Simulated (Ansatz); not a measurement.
# The perfect GaP wire along [111], 26 atoms a period, H-terminated, part 2 of 2

Aim: is the GaP wire along [111], 26 atoms a period, H-terminated a metal or a semiconductor?

Ansatz 0.2.0; DFT PBE, plane waves, PAW; relaxation of a wire's period; PAW set soft_1 (the session's first sound run).

So far. Step 2 (Relaxation of atoms and period): The cell's length comes to 9.456 Å with spin left out.

## (3) The perfect wire

This step: DFT PBE, plane waves, PAW; bands of a perfect wire; PAW set soft_1 (Ansatz 0.2.0).

At the relaxed period the bands are computed along the axis; those that cross an energy going forward count the channels that a perfect wire would open there.

Input file input.yaml:

```yaml
crystal:
  lattice:
    - [17.172, 0.0, 0.0]
    - [0.0, 16.386, 0.0]
    - [0.0, 0.0, 9.4563896338]
  atoms:
    - { symbol: Ga, position: [0.257910656, 0.518985076, 0.981390795] }
    - { symbol: Ga, position: [0.366754986, 0.716688813, 0.981349329] }
    - { symbol: Ga, position: [0.500012984, 0.504289008, 0.991545506] }
    - { symbol: Ga, position: [0.633270982, 0.716688813, 0.981349329] }
    - { symbol: P, position: [0.273710618, 0.49631028, 0.238646076] }
    - { symbol: P, position: [0.380093449, 0.303127586, 0.238555538] }
    - { symbol: P, position: [0.393595996, 0.713880575, 0.238521517] }
    - { symbol: P, position: [0.500012984, 0.504399964, 0.247948383] }
    - { symbol: P, position: [0.619932519, 0.303127586, 0.238555538] }
    - { symbol: P, position: [0.606429972, 0.713880575, 0.238521517] }
    - { symbol: P, position: [0.72631535, 0.49631028, 0.238646076] }
    - { symbol: H, position: [0.21236359, 0.447850426, 0.295097563] }
    - { symbol: H, position: [0.259301285, 0.567319161, 0.320865589] }
    - { symbol: H, position: [0.309356248, 0.271639141, 0.294880809] }
    - { symbol: H, position: [0.327760224, 0.69160279, 0.321003933] }
    - { symbol: H, position: [0.403076914, 0.793857023, 0.294608472] }
    - { symbol: H, position: [0.431533483, 0.254634126, 0.321019971] }
    - { symbol: H, position: [0.568492485, 0.254634126, 0.321019971] }
    - { symbol: H, position: [0.596949054, 0.793857023, 0.294608472] }
    - { symbol: H, position: [0.69066972, 0.271639141, 0.294880809] }
    - { symbol: H, position: [0.672265744, 0.69160279, 0.321003933] }
    - { symbol: H, position: [0.740724683, 0.567319161, 0.320865589] }
    - { symbol: H, position: [0.787662378, 0.447850426, 0.295097563] }
    - { symbol: Ga, position: [0.388050114, 0.436708633, 0.339047988] }
    - { symbol: Ga, position: [0.500012984, 0.639933433, 0.338989407] }
    - { symbol: Ga, position: [0.611975854, 0.436708633, 0.339047988] }
    - { symbol: P, position: [0.392953772, 0.439526044, 0.588297257] }
    - { symbol: P, position: [0.500012984, 0.633904109, 0.588269068] }
    - { symbol: P, position: [0.607072196, 0.439526044, 0.588297257] }
    - { symbol: H, position: [0.308219388, 0.620287622, 0.603366784] }
    - { symbol: H, position: [0.500012984, 0.272190019, 0.603358389] }
    - { symbol: H, position: [0.69180658, 0.620287622, 0.603366784] }
    - { symbol: H, position: [0.324199795, 0.397876933, 0.631466887] }
    - { symbol: H, position: [0.500012984, 0.717108179, 0.631545202] }
    - { symbol: H, position: [0.675826173, 0.397876933, 0.631466887] }
    - { symbol: Ga, position: [0.379823493, 0.577059666, 0.674530373] }
    - { symbol: Ga, position: [0.500012984, 0.358822576, 0.674471954] }
    - { symbol: Ga, position: [0.620202475, 0.577059666, 0.674530373] }
    - { symbol: P, position: [0.383260963, 0.574903607, 0.923604995] }
    - { symbol: P, position: [0.500012984, 0.362965158, 0.923579826] }
    - { symbol: P, position: [0.616765005, 0.574903607, 0.923604995] }
    - { symbol: H, position: [0.196346394, 0.588971355, 0.972510903] }
    - { symbol: H, position: [0.244365029, 0.43066902, 0.92530546] }
    - { symbol: H, position: [0.311470215, 0.308607203, 0.924648819] }
    - { symbol: H, position: [0.278076584, 0.737351053, 0.972688315] }
    - { symbol: H, position: [0.418399695, 0.186219351, 0.973218534] }
    - { symbol: H, position: [0.432881333, 0.773032045, 0.924755294] }
    - { symbol: H, position: [0.567144635, 0.773032045, 0.924755294] }
    - { symbol: H, position: [0.581626273, 0.186219351, 0.973218534] }
    - { symbol: H, position: [0.688555753, 0.308607203, 0.924648819] }
    - { symbol: H, position: [0.721949384, 0.737351053, 0.972688315] }
    - { symbol: H, position: [0.755660939, 0.43066902, 0.92530546] }
    - { symbol: H, position: [0.803679574, 0.588971355, 0.972510903] }
    - { symbol: Ga, position: [0.391182419, 0.27708536, 0.981471581] }
    - { symbol: Ga, position: [0.608843549, 0.27708536, 0.981471581] }
    - { symbol: Ga, position: [0.742115312, 0.518985076, 0.981390795] }
kpoints:
  mp_grid: { grid: [1, 1, 9] }
  band_path: { path: ["Γ", Z], npoints: 90 }
scf:
  occupations: { method: fermi_dirac, width: 0.05 }
hamiltonian:
  xc: pbe
  pseudopotentials: { kind: paw, azcp: { folder: soft_1 } }
output:
  dos: { e_range: [-5, 4] }
  write_potential: true
  write_density: true
  volumetric_format: npy
```

Launch:

```bash
ansatz run input.yaml --threads 4 --pin off --max-ram 16384MiB --backend cpu --events-out ev --progress --plain --runs-dir out
```

Numbers of over 12 decimals in the logs are rounded to 6 here.

Log:

```text
[...]
Crystal: 56 atoms, lattice volume = 2660.843 Å³
Basis set: ecut = 420 eV, 52045 PW (Γ)
Bands: 188, of which v1, the nominal top of the filled ones, is band 132 counted from 1 (131 counted from 0)
Symmetry: 2 space group operations
[...]
k-points: 5 of 9 (time reversal used)
[...]
SCF iter   1: F=—  HF=-59493.427144 eV  |F-HF|=—  |Δ(HF+E_count)|=         —  Δρ=3.65e-2  dr2=3.31e1  ethr=3.10e-3  ⟨swp⟩=8.8  Hψ=4805  notcnv=0  defer=74
[...]
SCF iter  11: F=-59482.832779 eV  HF=-59482.832779 eV  |F-HF|=3.89e-9  |Δ(HF+E_count)|=   5.00e-8  Δρ=6.14e-7  dr2=1.16e-8  ethr=3.79e-11  ⟨swp⟩=17.8  Hψ=6258  notcnv=0
SCF 1 converged in 11 iterations: F = -59482.832779 eV  dr2 = 1.16e-8
[...]
NSCF: frozen V_eff on 91 k-points
WARN: pass on a band path, mesh or list of k-points: the 91 k-points are solved 20 at a time at the most, because the 14.40 GiB of host memory that the pass is priced against does not hold them all with the solver's workspace as planned. The pass can take longer, above all where fewer k-points are solved at a time than the run has threads. As a rule a larger memory budget leaves room for more at once. The budget is what a run with no `--max-ram-frac` typed is planned for, 0.8 of the host's memory or its container's limit. More memory there lifts it, and so does a share over 0.88 that is typed (of such a share the budget is ten elevenths): [rest of the remark cut]
WARN: The output density's exchange-correlation potential varies sharply where the density is thin. Do not read a vacuum level from v_tot or v_xc, or from such a field of the output density. On a cell that repeats whose density bears no net charge and no dipole along the vacuum's axis use v_es (v_loc + v_h of the components); under efield.dipole_correction with no amplitude use v_es + v_field, which holds any externa [...]
SCF converged after 11 iterations
Free energy (F): -59482.832779 eV
[...]
Internal energy: -59482.832779 eV  (E = F + TS)
E sigma→0 (E₀):  -59482.832779 eV
Fermi energy:    -1.600445 eV
[...]
--- Band table (eV; the first three rows and the last of 5) ---
  k-point 0: bands = [... 128 lower, -3.4101, -3.4099, -3.3967, -3.1174, -0.0603, 0.1627, 0.4534, 0.4538, ... 52 higher]
  k-point 1: bands = [... 128 lower, -3.4121, -3.4120, -3.3910, -3.1647, -0.0403, 0.1919, 0.4139, 0.4163, ... 52 higher]
  k-point 2: bands = [... 128 lower, -3.4179, -3.4178, -3.3775, -3.3025, 0.0135, 0.2525, 0.3209, 0.3259, ... 52 higher]
  k-point 4: bands = [... 128 lower, -3.6955, -3.4315, -3.4311, -3.3563, 0.1416, 0.1447, 0.1485, 0.2752, ... 52 higher]
```

It took 32 min on 4 threads of Arm Neoverse V1, shared host; peak memory 12 GiB; 2.1 h of CPU time.

Reading the cycles: dr2 is the Hartree energy of the density residual (eV), the measure of convergence; HF is the Harris–Foulkes estimate of the energy, which meets the free energy F at convergence.

This step gave:

* band gap: 3.057 eV

The electronic bands at the labelled points (eV, zero at the Fermi level; v1 is the highest filled band, c1 the lowest empty one):

```tsv
point	v4	v3	v2	v1	c1	c2	c3	c4
Γ	-1.81	-1.81	-1.80	-1.52	1.54	1.76	2.05	2.05
halfway	-1.82	-1.82	-1.77	-1.75	1.63	1.87	1.89	1.90
Z	-2.09	-1.83	-1.83	-1.75	1.74	1.74	1.75	1.87
```

The gap is 3.06 eV, with spin left out.

The path shows a direct gap of 3.06 eV (valence top at Γ, conduction bottom at Γ).

## (4) Levels at the same atoms, cutoff 500 eV, k-mesh 1×1×7

This step: DFT r2SCAN, plane waves, PAW; bands of a perfect wire at the PBE geometry; PAW set soft_1 (Ansatz 0.2.0).

The atoms stay at the PBE geometry and the functional changes. r2SCAN also reads the kinetic-energy density; it often gives larger moments and wider gaps than PBE, at a higher cost. Against the first PBE run of this kind, the cutoff is 500 eV against 420 and the mesh along the wire has 7 points against 9.

input.yaml, as its differences from that of step 3:

```diff
@@ -63,3 +63,3 @@
 kpoints:
-  mp_grid: { grid: [1, 1, 9] }
+  mp_grid: { grid: [1, 1, 7] }
   band_path: { path: ["Γ", Z], npoints: 90 }
@@ -68,8 +68,3 @@
 hamiltonian:
-  xc: pbe
+  xc: r2scan
   pseudopotentials: { kind: paw, azcp: { folder: soft_1 } }
-output:
-  dos: { e_range: [-5, 4] }
-  write_potential: true
-  write_density: true
-  volumetric_format: npy
```

Log:

```text
[...]
Crystal: 56 atoms, lattice volume = 2660.843 Å³
Basis set: ecut = 500 eV, 67639 PW (Γ), exchange–correlation on 512×480×288 points (64 copies of the dense FFT grid, shifted against one another)
Bands: 188, of which v1, the nominal top of the filled ones, is band 132 counted from 1 (131 counted from 0)
Symmetry: 2 space group operations
[...]
k-points: 4 of 7 (time reversal used)
[...]
SCF iter   1: F=—  HF=-59632.577204 eV  |F-HF|=—  |Δ(HF+E_count)|=         —  Δρ=3.58e-2  dr2=3.01e1  dr2_τ=4.48e-1  ethr=3.10e-3  ⟨swp⟩=9.2  Hψ=4097  notcnv=0  defer=71
[...]
SCF iter  10: F=-59625.981354 eV  HF=-59625.981354 eV  |F-HF|=4.47e-8  |Δ(HF+E_count)|=   1.57e-6  Δρ=1.57e-6  dr2=6.93e-8  dr2_τ=1.79e-9  ethr=3.79e-11  ⟨swp⟩=18.2  Hψ=5180  notcnv=0
SCF 1 converged in 10 iterations: F = -59625.981354 eV  dr2 = 6.93e-8
[...]
SCF converged after 10 iterations
Free energy (F): -59625.981354 eV
[...]
Internal energy: -59625.981354 eV  (E = F + TS)
E sigma→0 (E₀):  -59625.981354 eV
Fermi energy:    -1.638223 eV
[...]
--- Band table (eV) ---
  k-point 0: bands = [... 128 lower, -3.6422, -3.6411, -3.6372, -3.3238, 0.0726, 0.3206, 0.5806, 0.5810, ... 52 higher]
  k-point 1: bands = [... 128 lower, -3.6447, -3.6445, -3.6281, -3.4050, 0.1040, 0.3672, 0.5240, 0.5265, ... 52 higher]
  k-point 2: bands = [... 128 lower, -3.6532, -3.6531, -3.6368, -3.6086, 0.1821, 0.4119, 0.4161, 0.4341, ... 52 higher]
  k-point 3: bands = [... 128 lower, -3.9347, -3.6620, -3.6615, -3.5952, 0.2646, 0.3156, 0.3193, 0.4180, ... 52 higher]
```

It took 54 min on 4 threads; peak memory 13 GiB; 3.5 h of CPU time.

This step gave:

```yaml
band_gap: 3.396 eV
```

Electronic bands along the path, in eV, zero at the Fermi level; v1 is the highest filled band, c1 the lowest empty one:

```tsv
point	v4	v3	v2	v1	c1	c2	c3	c4
Γ	-2.00	-2.00	-2.00	-1.69	1.71	1.96	2.22	2.22
halfway	-2.01	-2.01	-1.98	-1.93	1.80	2.06	2.08	2.09
Z	-2.29	-2.03	-2.02	-1.96	1.92	1.94	1.94	2.05
```

The gap is 3.40 eV, against 3.06 eV under PBE at the relaxed period.

## (5) Results

```yaml
cell_length_pbe: 9.456 Å
gap_pbe: 3.06 eV
gap_r2scan: 3.40 eV
```

**Reading.** Under PBE the cell's length is 9.46 Å, and a gap of 3.06 eV makes it a semiconductor. At the relaxed period the wire is gapped under every functional, from 3.06 eV (PBE) to 3.40 eV (r2SCAN). Weak screening in one dimension makes quasiparticle gaps larger than the semilocal gaps, as a rule. Plain hydrogen on a compound's surface is a simple closure: it may leave surface states, and facets that end in unlike atoms put a field across the wire, both of which shrink the gap.

[Logs are printed without paths, hosts, clocks, repeated set-up lines and the standing remarks that a program may print on its own settings, such as how far it seeks lower states.]

[Hosts, paths, dates, database ids (printed as entryN), source tags and the programs' standing remarks are cut or masked in the printed files.]
